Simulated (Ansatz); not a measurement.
**NaCu2Se2: relaxing a made-up structure**

Starting from a made-up structure for NaCu2Se2, the aim is the relaxed cell, its shortest contacts and, where a second run follows, its electronic structure.

Main program and level: Ansatz 0.2.0; DFT, PBEsol, plane-wave PAW, files of the set soft_1, scalar-relativistic, ferromagnetic start, cell and ions relaxed at zero pressure; PAW set soft_1.

### 1. Starting point

The structure is orthorhombic, space group Fmmm (No. 69). Conventional cell: a = 5.378 Å, b = 5.404 Å, c = 12.937 Å, α = 90.00°, β = 90.00°, γ = 90.00°. Nearest to Se lie 4 Cu at 2.36 Å and 4 Na at 3.26 to 3.27 Å. Nearest to Cu lie 4 Se at 2.36 Å. Nearest to Na lie 8 Se at 3.26 to 3.27 Å. Farther neighbours and most contacts between anions are not listed.

### 2. Relaxing cell and atoms

The guess takes its coordinates from another compound and its volume from a rule, so the cell and any free coordinates are relaxed together.

input.yaml reads:

```yaml
crystal:
  lattice:
    - [0.0, 2.702, 6.4685]
    - [2.689, 0.0, 6.4685]
    - [2.689, 2.702, 0.0]
  atoms:
    - { symbol: Se, position: [0.8579, 0.8579, 0.1421] }
    - { symbol: Se, position: [0.1421, 0.1421, 0.8579] }
    - { symbol: Cu, position: [0.75, 0.75, 0.75], spin: 0.6 }
    - { symbol: Cu, position: [0.25, 0.25, 0.25], spin: 0.6 }
    - { symbol: Na, position: [0.5, 0.5, 0.5] }
magnetization:
  spin_polarized: true
kpoints:
  mp_grid: { grid: [7, 7, 7] }
scf:
  occupations: { method: fermi_dirac, width: 0.05 }
hamiltonian:
  xc: pbesol
  pseudopotentials: { kind: paw, azcp: { folder: soft_1 }, xc_functional: pbe }
relax:
  f_tol: 0.015
  max_steps: 70
  cell: {}
output:
  forces: true
  stress: true
```

Started as:

```sh
$ ansatz run input.yaml --threads 4 --pin off --max-ram 8192MiB --backend cpu --events-out ev --progress --plain --runs-dir out
```

Numbers of over 12 decimals in the logs are rounded to 6 here.

Log:

```text
Engine: ansatz 0.2.0, aarch64-unknown-linux-gnu
Pseudopotentials: kind: paw
Pseudopotential: Se, paw, valence charge 16, recommended cutoff 420 eV (normal), soft_1/Se.paw.azcp
Pseudopotential: Cu, paw, valence charge 19, recommended cutoff 420 eV (normal), soft_1/Cu.paw.azcp
Pseudopotential: Na, paw, valence charge 9, recommended cutoff 420 eV (normal), soft_1/Na.paw.azcp
Functional definition: PBEsol
  exchange = pbesol_x
  correlation = pbesol_c
Crystal: 5 atoms, lattice volume = 93.996 Å³
Basis set: ecut = 420 eV, 1853 PW (Γ), exchange–correlation on 96×96×54 points (8 copies of the dense FFT grid, shifted against one another)
Bands: 49, of which v1, the nominal top of the filled ones, is band 40 counted from 1 (39 counted from 0)
Symmetry: 8 space group operations
Space group: Fmmm (ITA 69), of the structure as read, at distance tolerance 4.5e-5 Å
Magnetic group: BNS 69.521 (UNI 619), of the structure as read, at distance tolerance 4.5e-5 Å
k-points: 64 of 343
Non-local potential: Se, projectors of the file, l = 0: 2, l = 1: 2, l = 2: 3, l = 3: 1
Non-local potential: Cu, projectors of the file, l = 0: 3, l = 1: 2, l = 2: 3, l = 3: 1
Non-local potential: Na, projectors of the file, l = 0: 3, l = 1: 2, l = 2: 1
PAW form: soft (Blöchl's): semilocal exchange-correlation on the pseudo side does not see the compensation charge
PAW frozen core: Se, regenerated for the run's functional, and the local potential with it (the file was generated under x = pbe(κ = 0.804, μ = 0.219515), c = pbe(β = 0.066725))
PAW frozen core: Cu, regenerated for the run's functional, and the local potential with it (the file was generated under x = pbe(κ = 0.804, μ = 0.219515), c = pbe(β = 0.066725))
PAW frozen core: Na, regenerated for the run's functional, and the local potential with it (the file was generated under x = pbe(κ = 0.804, μ = 0.219515), c = pbe(β = 0.066725))
PAW one-centre angular grid: Se, 590 points (default); XC on 64 Gauss nodes
PAW one-centre angular grid: Cu, 590 points (default); XC on 64 Gauss nodes
PAW one-centre angular grid: Na, 110 points (default); XC on 64 Gauss nodes
Initial density: superposition of atomic densities (chi_scale 0.1, normalization cell, long waves kept (reshape's long-wave potential 0.05 eV rms))
Starting moments: Σ|m| = 1.2 μB on 2 of 5 sites
Initial wavefunctions: pseudopotential atomic-orbital guess
Functional: x = pbesol(κ = 0.804, μ = 0.123457), c = pbesol(β = 0.046)
SCF iter   1: F=—  HF=-25504.686771 eV  |F-HF|=—  |Δ(HF+E_count)|=         —  Δρ=5.74e-2 (↑5.74e-2 ↓2.98e-2)  dr2=2.88e0  dr2_m=1.04e0  M=0.290 μB ∫|m|=0.341 μB  β_m=0.30  ethr=3.10e-3  ⟨swp⟩=6.5  Hψ=21956  notcnv=0  defer=1
preconditioner: auto → Kerker (q_TF=auto, 2.650 Å⁻¹)  [metal: Δε(μ)=0.014 eV  Ē_g=9.658 eV  σ=0.050 eV  W_gap=0.07  n_scr=32 (ndim 8)  ℏωp=22.7 eV  f_vac=0.084  D(μ)=2.20/eV (n_scr^D=12)]
spin=Collinear: Kerker preconditioning applied to the charge; magnetization (m = ρ↑ − ρ↓) channel mixes plain (no charge-response kernel on spin).
SCF iter   2: F=—  HF=-25504.339010 eV  |F-HF|=—  |Δ(HF+E_count)|=   3.48e-1  Δρ=3.53e-2 (↑3.53e-2 ↓2.94e-2)  dr2=1.19e0  dr2_m=6.48e-1  M=0.218 μB ∫|m|=0.261 μB  β_m=0.30  ethr=3.10e-3  ⟨swp⟩=2.4  Hψ=9231  notcnv=0  defer=396
SCF iter   3: F=—  HF=-25504.062666 eV  |F-HF|=—  |Δ(HF+E_count)|=   2.76e-1  Δρ=2.79e-2 (↑2.79e-2 ↓1.59e-2)  dr2=4.76e-1  dr2_m=3.57e-1  M=0.189 μB ∫|m|=0.228 μB  β_m=0.30  ethr=1.51e-3  ⟨swp⟩=2.4  Hψ=9369  notcnv=0  defer=398
SCF iter   4: F=—  HF=-25503.949014 eV  |F-HF|=—  |Δ(HF+E_count)|=   1.14e-1  Δρ=1.80e-2 (↑1.80e-2 ↓1.48e-2)  dr2=1.01e-1  dr2_m=2.12e-1  M=0.154 μB ∫|m|=0.187 μB  β_m=0.30  ethr=6.02e-4  ⟨swp⟩=2.9  Hψ=10140  notcnv=0  defer=395
SCF iter   5: F=—  HF=-25503.930554 eV  |F-HF|=—  |Δ(HF+E_count)|=   1.85e-2  Δρ=1.55e-2 (↑9.41e-3 ↓1.55e-2)  dr2=3.19e-2  dr2_m=1.31e-1  M=0.120 μB ∫|m|=0.148 μB  β_m=0.30  ethr=1.27e-4  ⟨swp⟩=2.8  Hψ=11668  notcnv=0  defer=383
SCF iter   6: F=—  HF=-25503.938202 eV  |F-HF|=—  |Δ(HF+E_count)|=   7.65e-3  Δρ=1.23e-2 (↑6.89e-3 ↓1.23e-2)  dr2=2.49e-2  dr2_m=7.75e-2  M=0.096 μB ∫|m|=0.121 μB  β_m=0.30  ethr=4.04e-5  ⟨swp⟩=1.1  Hψ=6319  notcnv=0  defer=379
SCF iter   7: F=—  HF=-25503.932296 eV  |F-HF|=—  |Δ(HF+E_count)|=   5.91e-3  Δρ=7.45e-3 (↑7.45e-3 ↓7.26e-3)  dr2=1.21e-3  dr2_m=4.62e-2  M=0.077 μB ∫|m|=0.099 μB  β_m=0.30  ethr=3.15e-5  ⟨swp⟩=2.0  Hψ=10754  notcnv=0  defer=379
SCF iter   8: F=—  HF=-25503.935802 eV  |F-HF|=—  |Δ(HF+E_count)|=   3.51e-3  Δρ=6.13e-3 (↑6.13e-3 ↓5.23e-3)  dr2=6.93e-4  dr2_m=2.75e-2  M=0.062 μB ∫|m|=0.081 μB  β_m=0.30  ethr=1.53e-6  ⟨swp⟩=2.0  Hψ=9797  notcnv=0  defer=379
Mixer restart at iter 8: flushing history
spin-set hold released at iteration 8 (site moments contracting): the magnetisation degrees of freedom join the quasi-Newton model from the next iteration; the mixer history was flushed
SCF iter   9: F=—  HF=-25503.938563 eV  |F-HF|=—  |Δ(HF+E_count)|=   2.76e-3  Δρ=4.99e-3 (↑4.99e-3 ↓3.80e-3)  dr2=8.12e-4  dr2_m=1.65e-2  M=0.050 μB ∫|m|=0.066 μB  β_m=0.62  ethr=8.77e-7  ⟨swp⟩=2.0  Hψ=9795  notcnv=0  defer=379
SCF iter  10: F=—  HF=-25503.943224 eV  |F-HF|=—  |Δ(HF+E_count)|=   4.66e-3  Δρ=5.50e-4 (↑5.50e-4 ↓3.20e-4)  dr2=3.22e-4  dr2_m=1.47e-4  M=0.008 μB ∫|m|=0.013 μB  β_m=0.73  ethr=8.77e-7  ⟨swp⟩=2.0  Hψ=11070  notcnv=0  defer=375
SCF iter  11: F=—  HF=-25503.943113 eV  |F-HF|=—  |Δ(HF+E_count)|=   1.11e-4  Δρ=2.68e-4 (↑2.68e-4 ↓2.44e-4)  dr2=3.27e-4  dr2_m=2.07e-6  M=0.002 μB ∫|m|=0.003 μB  β_m=0.59  ethr=4.08e-7  ⟨swp⟩=2.0  Hψ=11143  notcnv=0  defer=375
SCF iter  12: F=—  HF=-25503.943054 eV  |F-HF|=—  |Δ(HF+E_count)|=   5.95e-5  Δρ=2.67e-4 (↑2.08e-4 ↓2.67e-4)  dr2=1.21e-4  dr2_m=2.58e-6  M=0.002 μB ∫|m|=0.003 μB  β_m=0.72  ethr=4.08e-7  ⟨swp⟩=2.0  Hψ=10699  notcnv=0  defer=375
SCF iter  13: F=—  HF=-25503.943098 eV  |F-HF|=—  |Δ(HF+E_count)|=   4.43e-5  Δρ=7.41e-5 (↑7.41e-5 ↓6.71e-5)  dr2=5.04e-5  dr2_m=2.08e-6  M=0.001 μB ∫|m|=0.002 μB  β_m=0.86  ethr=1.53e-7  ⟨swp⟩=2.0  Hψ=7858  notcnv=0  defer=375
SCF iter  14: F=—  HF=-25503.943087 eV  |F-HF|=—  |Δ(HF+E_count)|=   1.13e-5  Δρ=4.81e-5 (↑4.81e-5 ↓4.41e-5)  dr2=1.29e-5  dr2_m=1.33e-8  M=0.000 μB ∫|m|=0.000 μB  β_m=0.92  ethr=6.38e-8  ⟨swp⟩=2.5  Hψ=9245  notcnv=0  defer=375
SCF iter  15: F=—  HF=-25503.943086 eV  |F-HF|=—  |Δ(HF+E_count)|=   8.38e-7  Δρ=4.49e-5 (↑3.48e-5 ↓4.49e-5)  dr2=7.03e-6  dr2_m=3.18e-8  M=-0.000 μB ∫|m|=0.000 μB  β_m=0.96  ethr=1.63e-8  ⟨swp⟩=2.0  Hψ=9192  notcnv=0  defer=375
[...]
relax step   4: F+E_penalty+E_count = -25504.08253591 eV  Δ(F+E_penalty+E_count) = -1.094e-3 eV  max|allowed force component| = 7.962e-3 eV/Å  Δτ_max = 0.0019 Å  P = -0.036 GPa  Ω = 94.425 Å³  energy of the carried Pulay correction = -1.392e-4 eV  (6 SCF iters, dr2 threshold 5.00e-7 eV, accepted)
[...]
relax step   5: F+E_penalty+E_count = -25504.08290494 eV  Δ(F+E_penalty+E_count) = -3.690e-4 eV  max|allowed force component| = 1.130e-2 eV/Å  Δτ_max = 0.0014 Å  P = -0.063 GPa  Ω = 94.500 Å³  energy of the carried Pulay correction = -1.635e-4 eV  (7 SCF iters, dr2 threshold 4.88e-8 eV, accepted)
[...]
relax step   6: F+E_penalty+E_count = -25504.08298402 eV  Δ(F+E_penalty+E_count) = -7.908e-5 eV  max|allowed force component| = 1.134e-3 eV/Å  Δτ_max = 0.0009 Å  P = +0.009 GPa  Ω = 94.434 Å³  energy of the carried Pulay correction = -1.422e-4 eV  (7 SCF iters, dr2 threshold 2.47e-8 eV, accepted)
Initial wavefunctions: pseudopotential atomic-orbital guess (no wavefunctions were taken with the density)
iter 1 solved again at ethr=1.38e-7 eV; its pass at ethr=3.10e-3 eV (dr2=1.09e-4 eV) is discarded
SCF iter   1: F=—  HF=-25504.080784 eV  |F-HF|=—  |Δ(HF+E_count)|=         —  Δρ=3.19e-4 (↑3.19e-4 ↓3.19e-4)  dr2=9.23e-6  dr2_m=2.02e-11  M=-0.000 μB ∫|m|=0.000 μB  β_m=0.30  ethr=1.38e-7  ⟨swp⟩=3.0  Hψ=38396  notcnv=0
preconditioner: auto → Kerker (q_TF=auto, 2.648 Å⁻¹)  [metal: Δε(μ)=0.089 eV  Ē_g=12.798 eV  σ=0.050 eV  W_gap=0.41  n_scr=32 (ndim 8)  ℏωp=24.5 eV  f_vac=0.123  D(μ)=2.80/eV (n_scr^D=20)]
spin=Collinear: Kerker preconditioning applied to the charge; magnetization (m = ρ↑ − ρ↓) channel mixes plain (no charge-response kernel on spin).
SCF iter   2: F=—  HF=-25504.082047 eV  |F-HF|=—  |Δ(HF+E_count)|=   1.26e-3  Δρ=2.25e-4 (↑2.25e-4 ↓2.25e-4)  dr2=4.07e-6  dr2_m=1.00e-11  M=-0.000 μB ∫|m|=0.000 μB  β_m=0.63  ethr=1.17e-8  ⟨swp⟩=2.0  Hψ=8632  notcnv=0
SCF iter   3: F=—  HF=-25504.083155 eV  |F-HF|=—  |Δ(HF+E_count)|=   1.11e-3  Δρ=2.17e-5 (↑2.17e-5 ↓2.17e-5)  dr2=1.48e-7  dr2_m=1.27e-13  M=-0.000 μB ∫|m|=0.000 μB  β_m=0.67  ethr=5.16e-9  ⟨swp⟩=2.0  Hψ=10308  notcnv=0
SCF iter   4: F=—  HF=-25504.083163 eV  |F-HF|=—  |Δ(HF+E_count)|=   8.72e-6  Δρ=1.08e-5 (↑1.08e-5 ↓1.08e-5)  dr2=2.84e-7  dr2_m=5.98e-15  M=-0.000 μB ∫|m|=0.000 μB  β_m=0.67  ethr=1.87e-10  ⟨swp⟩=2.0  Hψ=11358  notcnv=0
SCF iter   5: F=—  HF=-25504.083163 eV  |F-HF|=—  |Δ(HF+E_count)|=   1.15e-7  Δρ=1.22e-6 (↑1.22e-6 ↓1.22e-6)  dr2=1.77e-8  dr2_m=1.24e-15  M=-0.000 μB ∫|m|=0.000 μB  β_m=0.67  ethr=1.87e-10  ⟨swp⟩=2.0  Hψ=11078  notcnv=0
SCF iter   6: F=—  HF=-25504.083163 eV  |F-HF|=—  |Δ(HF+E_count)|=   7.04e-9  Δρ=1.08e-6 (↑1.08e-6 ↓1.08e-6)  dr2=1.30e-8  dr2_m=8.15e-17  M=-0.000 μB ∫|m|=0.000 μB  β_m=0.74  ethr=2.24e-11  ⟨swp⟩=1.8  Hψ=9454  notcnv=0
SCF iter   7: F=—  HF=-25504.083163 eV  |F-HF|=—  |Δ(HF+E_count)|=  1.75e-10  Δρ=3.65e-7 (↑3.65e-7 ↓3.64e-7)  dr2=2.39e-9  dr2_m=2.31e-16  M=0.000 μB ∫|m|=0.000 μB  β_m=0.87  ethr=1.65e-11  ⟨swp⟩=1.7  Hψ=6510  notcnv=0
SCF iter   8: F=—  HF=-25504.083120 eV  |F-HF|=—  |Δ(HF+E_count)|=   4.40e-5  Δρ=9.85e-7 (↑9.85e-7 ↓9.85e-7)  dr2=3.26e-9  dr2_m=2.86e-17  M=0.000 μB ∫|m|=0.000 μB  β_m=0.87  ethr=3.03e-12  ⟨swp⟩=3.0  Hψ=12708  notcnv=0
SCF iter   9: F=—  HF=-25504.083120 eV  |F-HF|=—  |Δ(HF+E_count)|=   4.08e-9  Δρ=4.78e-7 (↑4.78e-7 ↓4.78e-7)  dr2=1.06e-9  dr2_m=2.54e-18  M=0.000 μB ∫|m|=0.000 μB  β_m=0.94  ethr=3.03e-12  ⟨swp⟩=2.0  Hψ=10012  notcnv=0
SCF iter  10: F=—  HF=-25504.083120 eV  |F-HF|=—  |Δ(HF+E_count)|=   1.40e-9  Δρ=1.97e-7 (↑1.97e-7 ↓1.97e-7)  dr2=2.27e-10  dr2_m=3.16e-18  M=-0.000 μB ∫|m|=0.000 μB  β_m=0.90  ethr=1.35e-12  ⟨swp⟩=2.0  Hψ=8618  notcnv=0
SCF iter  11: F=—  HF=-25504.083120 eV  |F-HF|=—  |Δ(HF+E_count)|=  2.91e-11  Δρ=1.53e-7 (↑1.53e-7 ↓1.53e-7)  dr2=1.66e-10  dr2_m=1.12e-19  M=0.000 μB ∫|m|=0.000 μB  β_m=0.95  ethr=1.00e-12  ⟨swp⟩=1.0  Hψ=6272  notcnv=0
SCF iter  12: F=-25504.083120 eV  HF=-25504.083120 eV  |F-HF|=7.28e-12  |Δ(HF+E_count)|=  8.00e-11  Δρ=4.97e-8 (↑4.97e-8 ↓4.97e-8)  dr2=1.62e-11  dr2_m=8.54e-20  M=-0.000 μB ∫|m|=0.000 μB  ethr=1.00e-12  ⟨swp⟩=3.0  Hψ=18869  notcnv=0
the starting moments were not kept: the SCF closed with an absolute magnetisation of 2.7e-10 μB, where they sum to 1.2 μB in size (2 sites). That is at most 0.1 of that sum. Measured as dr2_m measures the in/out step, that magnetisation stands 0 eV from none, at or under the dr2_threshold of 5.0e-11 eV: it is no larger than a step whose dr2_m would equal this threshold.
SCF 7 converged in 12 iterations: F = -25504.083120 eV  dr2 = 1.62e-11
relax step   7: F+E_penalty+E_count = -25504.08311952 eV  Δ(F+E_penalty+E_count) = -1.355e-4 eV  max|allowed force component| = 1.242e-3 eV/Å  Δτ_max = 0.0000 Å  P = +0.006 GPa  Ω = 94.434 Å³  stress off target by 2.57e-2 GPa  SCF on the basis re-selected at this cell (its energy is not comparable with the rows above)  (12 SCF iters)
basis re-selected at this cell: Δ(F+E_penalty+E_count) = -1.355e-4 eV, ΔP = -0.002 GPa vs the last step (what re-selecting the basis moved, of the pressure what is left beyond the Pulay correction that the steps carried, after the strain that the cell walked since its last selection, with what the two solves' SCF thresholds leave and, on support functions, any second-order correction that the steps lacked; it is no m [...]
SCF converged after 12 iterations
Magnetization: -0.0000 μB (39.5000 up, 39.5000 down)
Absolute magnetization: 0.0000 μB (∫|ρ↑−ρ↓|, with the PAW one-centre terms)
Spin contamination: 0.0000 ħ² per cell (⟨S²⟩ above its minimum at these occupations)
Per-site moments (μB) at R_I (Å): [(-3.939173188869291e-11, 1.003423), (-3.939168626205441e-11, 1.003423), (-4.7055050025246104e-11, 1.003423), (-4.705510249861144e-11, 1.003423), (8.672082106739069e-13, 1.322845)]
Free energy (F): -25504.083120 eV
Harris-Foulkes:  -25504.083120 eV  (|F-HF|=7.28e-12)
Internal energy: -25504.060117 eV  (E = F + TS)
E sigma→0 (E₀):  -25504.071618 eV
Entropy (-TS):   -0.023003 eV (-4.601 meV/atom)
Fermi energy:    8.918176 eV
--- Per-component energies (eV) ---
  E_band       = -1917.095648
  E_kinetic    = 857.960812
  E_local      = -20089.153402  (includes V_loc(G=0)·N_el)
  E_nonlocal   = 1364.644531
  E_hartree    = 9158.502430
  E_xc         = -342.629229
  E_vxc        = -405.490248  (∫ρ·V_xc dr)
  E_paw        = -8017.380130  (= ΣΔE_a)
  E_vpaw       = -1962.063000  (= ΣTr[D̂ρ^β])
  E_aug_tail   = 0.001285  (compensation charges beyond the density's cutoff)
  E_ewald      = -8438.490417
  E_core_change = 2.484003  (= ΣΔE_core)
  E_smearing   = -0.023003  (= −TS)
  E_closure    = 0.000000  (closes the sum)
  Σ components = -25504.083120   (vs F -25504.083120, Δ=0.00e0)
--- Forces (eV/Å), atoms counted from 1 ---
  atom   1  Se     0.00000000     0.00000000     0.00124202
  atom   2  Se    -0.00000000    -0.00000000    -0.00124202
  atom   3  Cu    -0.00000000    -0.00000000    -0.00000000
  atom   4  Cu     0.00000000     0.00000000     0.00000000
  atom   5  Na     0.00000000    -0.00000000     0.00000000
  max |Σ_I F_I| component: 3.47e-18 eV/Å
--- Stress (GPa, compression-positive) ---
       -0.000287      -0.000000       0.000000
       -0.000000      -0.006426       0.000000
        0.000000       0.000000       0.025673
  P = ⅓ Tr σ = 0.0063 GPa (0.063 kbar)
--- Relaxed structure (6 steps of the walk, 6 accepted, 1 SCFs on fresh bases) ---
  F+E_penalty+E_count = -25504.08311952 eV   max|allowed force component| = 1.242e-3 eV/Å   (the final SCF, on the basis selected at the relaxed cell)
  cell:  # Å, volume = 94.4338 Å³
    - [0, 2.686570, 6.543238]
    - [2.686003, 0, 6.543238]
    - [2.686003, 2.686570, 0]
  atoms:
    - { symbol: Se, position: [0.866120, 0.866120, 0.133880] }
    - { symbol: Se, position: [0.133880, 0.133880, 0.866120] }
    - { symbol: Cu, position: [0.75, 0.750000, 0.750000] }
    - { symbol: Cu, position: [0.250000, 0.250000, 0.25] }
    - { symbol: Na, position: [0.500000, 0.500000, 0.5] }
```

The job ended after 56 s (4 threads of Arm Neoverse V2, shared host; peak memory 0.75 GiB).

Step by step:

```tsv
step	energy less that of the first step (eV)	largest force component (eV/Å)	pressure (GPa)	volume (Å³)
1	0.0000	1.2673	4.23	94.00
2	-0.1179	0.4491	1.67	93.68
3	-0.1384	0.0475	0.23	94.16
4	-0.1395	0.0080	-0.04	94.42
5	-0.1398	0.0113	-0.06	94.50
6	-0.1399	0.0011	0.01	94.43
7*	-0.1400	0.0012	0.01	94.43
```

Relaxation steps marked * repeat the geometry before them on a plane-wave basis chosen anew for their cell, so energy and pressure can jump there.

Forces are held to the 8 operations that the run works with; a distortion that breaks them can't arise in this run.

```tsv
cell as run	before	after	change
a (Å)	7.010	7.073	+0.9 %
b (Å)	7.005	7.073	+1.0 %
c (Å)	3.812	3.799	-0.3 %
α (°)	74.29	74.43	+0.2 %
β (°)	74.14	74.42	+0.4 %
γ (°)	31.57	31.16	-1.3 %
volume (Å³/atom)	18.80	18.89	+0.5 %
```

The atoms that moved most (Å, as changes of fractional coordinates times the final cell):

```tsv
atom	dx	dy	dz	length
Se2	0.000	0.000	-0.108	0.108
Se1	0.000	0.000	0.108	0.108
```

The relaxed structure:

```xyz
5
Lattice="0.0000 2.6866 6.5432 2.6860 0.0000 6.5432 2.6860 2.6866 0.0000" Properties=species:S:1:pos:R:3 pbc="T T T"
Se    2.6860    2.6866   11.3345
Se    2.6860    2.6866    1.7520
Cu    4.0290    4.0299    9.8149
Cu    1.3430    1.3433    3.2716
Na    2.6860    2.6866    6.5432
```

This step gave:

```
free energy             : -25504.0831 eV
energy at zero smearing : -25504.0716 eV
smearing term TS        : 0.02300 eV
Fermi energy            : 8.918 eV
electrons               : 79
symmetry operations     : 8
pressure                : 0.006320 GPa
```

The shortest distance of each pair, which need not be the same contact before and after:

```tsv
pair	guess (Å)	relaxed (Å)
Cu–Se	2.363	2.433
Cu–Cu	2.689	2.686
Na–Se	3.257	3.207
Se–Se	3.677	3.504
Cu–Na	3.754	3.783
```

The relaxation ends with a largest force component of 0.0012 eV/Å and a pressure of 0.01 GPa. The starting moments have collapsed: the run ends non-magnetic.

### 3. Results

| Quantity | Value |
| --- | --- |
| space group, relaxed | I4/mmm |
| conventional cell | a = 3.799, b = 3.799, c = 13.086 Å; α = 90.0°, β = 90.0°, γ = 90.0° |
| volume per atom | 18.89 Å³ (guess 18.80) |
| total moment | 0.00 μB in the cell of 5 atoms |

What this shows: NaCu2Se2 relaxes to I4/mmm with a = 3.799, b = 3.799 and c = 13.086 Å. The guessed volume was near the relaxed one. The symmetry rose from Fmmm to I4/mmm, so the distortion of the structure type doesn't survive with these elements. The moments died out from this one start and weren't seeded again at the relaxed cell. Mesh and cutoff weren't tested. No dispersion term is used, so weakly bound directions may come out too long. Nothing here tests whether the compound is stable against decomposition.

[Logs are printed without paths, hosts, clocks, repeated set-up lines and the standing remarks that a program may print on its own settings, such as how far it seeks lower states.]

[Hosts, paths, dates, database ids (printed as entryN), source tags and the programs' standing remarks are cut or masked in the printed files.]
